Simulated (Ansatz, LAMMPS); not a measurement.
## Finding the fault: amorphous polypropylene (as short chains C8H18) at 300 K (78 atoms)

Program: Ansatz 0.2.0. The cell: 24 C and 54 H.

The input, input.yaml:

```yaml
crystal:
  lattice:
    - [8.86432, 0.0, 0.0]
    - [0.0, 8.86432, 0.0]
    - [0.0, 0.0, 8.86432]
  atoms:
    - { symbol: C, position: [0.34169, 0.33868, 0.30422] }
    - { symbol: C, position: [0.30536, 0.43081, 0.44664] }
    - { symbol: C, position: [0.33992, 0.33599, 0.58783] }
    - { symbol: C, position: [0.30714, 0.43552, 0.72562] }
    - { symbol: C, position: [0.23278, 0.20093, 0.59745] }
    - { symbol: C, position: [0.247, 0.10585, 0.73498] }
    - { symbol: C, position: [0.13837, 0.96943, 0.72814] }
    - { symbol: C, position: [0.41157, 0.05105, 0.74777] }
    - { symbol: H, position: [0.28164, 0.23534, 0.28897] }
    - { symbol: H, position: [0.29576, 0.4101, 0.21016] }
    - { symbol: H, position: [0.46247, 0.30617, 0.30843] }
    - { symbol: H, position: [0.18833, 0.46042, 0.43229] }
    - { symbol: H, position: [0.37225, 0.53304, 0.4436] }
    - { symbol: H, position: [0.45812, 0.31641, 0.58525] }
    - { symbol: H, position: [0.3387, 0.37828, 0.83457] }
    - { symbol: H, position: [0.35288, 0.54095, 0.70679] }
    - { symbol: H, position: [0.1827, 0.44164, 0.72253] }
    - { symbol: H, position: [0.2545, 0.12423, 0.50013] }
    [... 54 atom lines left out ...]
    - { symbol: H, position: [0.76556, 0.71272, 0.26255] }
    - { symbol: H, position: [0.79485, 0.86226, 0.38532] }
    - { symbol: H, position: [0.65943, 0.7285, 0.43733] }
    - { symbol: H, position: [0.73051, 0.91142, 0.07625] }
    - { symbol: H, position: [0.5545, 0.01251, 0.08807] }
    - { symbol: H, position: [0.711, 0.05604, 0.2087] }
kpoints:
  mp_grid: { grid: [1, 1, 1] }
hamiltonian:
  xc: pbe
  dispersion: d4
scf:
  occupations: { method: fixed }
  eigensolver: { kind: { support_functions: { accuracy: medium, radius: 2.79 } } }
  max_iter: 150
output:
  forces: true
  eigenvalues: true
```

Started as:

```bash
$ ansatz run input.yaml --threads 4 --pin off --max-ram 8192MiB --backend cpu --events-out ev --progress --plain --runs-dir out
```

The program printed:

```text
Warning: scf.eigensolver.kind.support_functions: disabling space-group detection — the functions' gradient is summed over unrotated k-points, so no spatial operation reduces the k-mesh or symmetrises the density; time reversal is kept, so that k and −k are solved as one point where they differ and the mesh holds both, and exact exchange and, on two spinor components, a DFT+U term hold to it where the run has them: [...]
settings of this run that can trade accuracy for cost: scf.eigensolver.kind.support_functions [...]
Engine: ansatz 0.2.0, aarch64-unknown-linux-gnu
Pseudopotentials: kind: paw
Pseudopotential: C, paw, valence charge 4, recommended cutoff 420 eV (normal), C.paw.azcp
Pseudopotential: H, paw, valence charge 1, recommended cutoff 420 eV (normal), H.paw.azcp
[... 5 lines on functional and potentials left out ...]
Error: SCF: the radius of support functions is under 3.13 Å, the least for these sites at the functions' level (scf.eigensolver.kind.support_functions.accuracy). Use scf.eigensolver.kind: auto, or type scf.eigensolver.kind.support_functions.radius at least as long, [...]
```

Run time: 2.7 s. Hardware: 4 threads of Arm Neoverse V2, shared host; peak memory 0.18 GiB; 9.8 s of CPU time.

What is at fault here, and what would mend it?

A radius under the least that the level allows: support_functions.radius = 2.79.

The fix is to use a longer radius.

The run ended with an error.

[Logs are printed without paths, hosts, clocks, repeated set-up lines and the standing remarks that a program may print on its own settings, such as how far it seeks lower states.]

[Hosts, paths, dates, database ids (printed as entryN), source tags and the programs' standing remarks are cut or masked in the printed files.]
